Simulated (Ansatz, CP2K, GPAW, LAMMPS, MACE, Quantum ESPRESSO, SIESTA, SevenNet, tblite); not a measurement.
**Amorphous Hg33S25Se8 (66 atoms), the geometry as built**

66 atoms (33 Hg, 25 S, 8 Se) placed at random at 7.67 g/cm³, melted at 2500 K for 10 ps at fixed volume with the Stillinger-Weber II-VI potential (Zhou et al., Phys. Rev. B 88, 085309 (2013)). Quenched from 2500 K to 500 K at 30 K/ps and fixed volume, held 5 ps, then minimised at fixed cell.

Calculated values (GPAW 26.7.0, Kohn-Sham DFT, PBE, PAW, atomic orbitals (dzp); LCAO dzp; h 0.2 Å; levels smeared at 580 K; Γ point; density 7.67 g/cm³) for the geometry as built.

Extended XYZ; positions in Å, forces in eV/Å:

```xyz
66
Lattice="12.034 0.000 0.000 0.000 12.034 0.000 0.000 0.000 12.034" Properties=species:S:1:pos:R:3:forces:R:3 pbc="T T T"
Hg 3.713 4.874 4.202 -0.206 0.027 0.085
Hg 4.376 5.173 0.911 -0.071 0.331 -0.289
Hg 7.049 10.796 2.632 -0.501 0.257 -0.452
Hg 1.947 10.265 4.927 0.184 -0.260 0.678
Hg 6.937 7.335 7.227 -0.593 0.309 0.151
Hg 9.515 1.156 6.638 0.323 0.013 0.134
Hg 8.774 9.932 5.615 0.067 0.522 0.399
Hg 9.457 5.207 8.464 0.244 -0.367 0.329
Hg 1.338 7.317 10.553 0.456 -0.036 -0.443
Hg 2.823 10.539 1.599 0.121 -0.266 0.121
Hg 10.791 9.520 8.551 0.657 0.099 -0.273
Hg 6.036 0.082 5.728 -0.426 0.245 0.515
Hg 7.557 4.415 11.243 0.489 -0.695 0.109
Hg 0.397 4.291 4.711 0.231 -0.400 -0.393
Hg 6.388 3.865 6.238 -0.308 -0.040 -0.299
Hg 1.369 3.301 0.053 0.076 -0.310 0.295
Hg 10.087 0.102 11.654 -0.157 0.318 0.348
Hg 10.508 6.983 4.632 0.602 -0.089 -0.039
Hg 1.339 0.385 10.824 -0.186 0.362 -0.708
Hg 0.585 3.455 8.088 -0.027 -0.506 0.487
Hg 3.818 5.665 8.737 -0.283 0.696 0.142
Hg 11.133 9.933 2.908 0.103 0.555 0.053
Hg 8.684 8.532 0.324 0.148 -0.094 -0.659
Hg 3.403 1.320 3.993 -0.615 0.008 0.076
Hg 10.754 4.900 1.558 -0.299 0.317 -0.469
Hg 7.566 6.373 3.193 -0.268 -0.237 0.091
Hg 4.175 1.431 8.943 0.194 -0.122 0.099
Hg 6.881 11.636 9.500 -0.427 -0.503 0.004
Hg 10.743 1.782 3.475 0.799 -0.738 0.021
Hg 5.187 8.415 0.307 -0.274 0.058 -0.785
Hg 5.153 1.823 0.260 0.629 -0.495 -0.072
Hg 7.459 2.822 3.064 -0.104 0.117 -0.192
Hg 1.951 7.096 6.136 0.618 0.330 0.177
S 1.120 1.755 5.260 0.084 -0.121 -1.106
S 5.021 9.694 10.120 0.037 -0.310 0.245
S 7.669 11.058 0.040 0.406 -0.625 0.329
S 5.820 6.209 5.028 0.192 -0.049 0.120
S 0.971 10.326 7.443 0.129 -0.404 0.302
S 0.502 4.849 10.258 -0.429 0.474 -0.420
S 8.131 0.619 4.238 -0.183 0.400 0.371
S 2.538 4.545 6.714 0.261 0.766 -0.682
S 3.700 11.843 11.593 0.510 0.173 -0.125
S 2.881 8.298 8.635 -0.321 -0.470 -0.035
S 9.871 5.787 11.227 -0.039 0.308 -0.048
S 8.740 8.775 3.101 -0.096 -0.008 -0.016
S 6.830 6.425 0.742 -0.617 0.556 0.437
S 4.881 3.036 2.625 -0.240 0.271 0.451
S 4.261 8.679 5.762 -0.730 -0.161 -0.102
S 10.416 3.568 6.626 0.135 0.053 0.572
S 7.841 2.159 0.557 -0.875 0.681 -0.519
S 6.534 10.042 7.252 0.501 0.116 -0.675
S 11.144 11.438 5.117 -0.169 -0.203 -0.290
S 1.677 1.038 8.254 -0.750 -0.057 0.805
S 4.450 2.147 6.402 1.049 -0.593 -0.162
S 4.537 10.921 3.675 -0.241 0.059 -0.395
S 11.080 8.561 10.896 -0.240 0.145 0.777
S 10.933 2.302 0.948 0.515 -0.599 -0.071
S 9.456 4.514 3.815 -0.061 0.238 -0.584
Se 1.537 5.102 2.216 -0.460 -0.023 0.493
Se 2.551 7.817 0.867 0.617 -0.123 0.351
Se 9.641 7.570 7.093 0.102 -0.223 0.090
Se 9.526 11.817 8.966 -0.274 0.746 -0.068
Se 0.885 7.973 3.674 -0.433 -0.563 0.196
Se 3.815 3.658 10.656 -0.149 -0.107 0.334
Se 6.520 4.993 8.710 0.562 0.279 0.264
Se 0.063 10.381 0.406 -0.192 -0.033 -0.255
```

The quench rate of 30 K/ps is many orders above laboratory rates, so the cell is likely richer in defects and strain than a real sample. The network of bonds at the start is that of the classical potential that made the cell, and needn't be the one that DFT or experiment would give. Only the Γ point is sampled, in a cell whose shortest periodic width is 12 Å.

The r.m.s. force component is 0.393 eV/Å; the longest force, 1.22 eV/Å, acts on S50.

[Logs are printed without paths, hosts, clocks, repeated set-up lines and the standing remarks that a program may print on its own settings, such as how far it seeks lower states.]

[Hosts, paths, dates, database ids (printed as entryN), source tags and the programs' standing remarks are cut or masked in the printed files.]
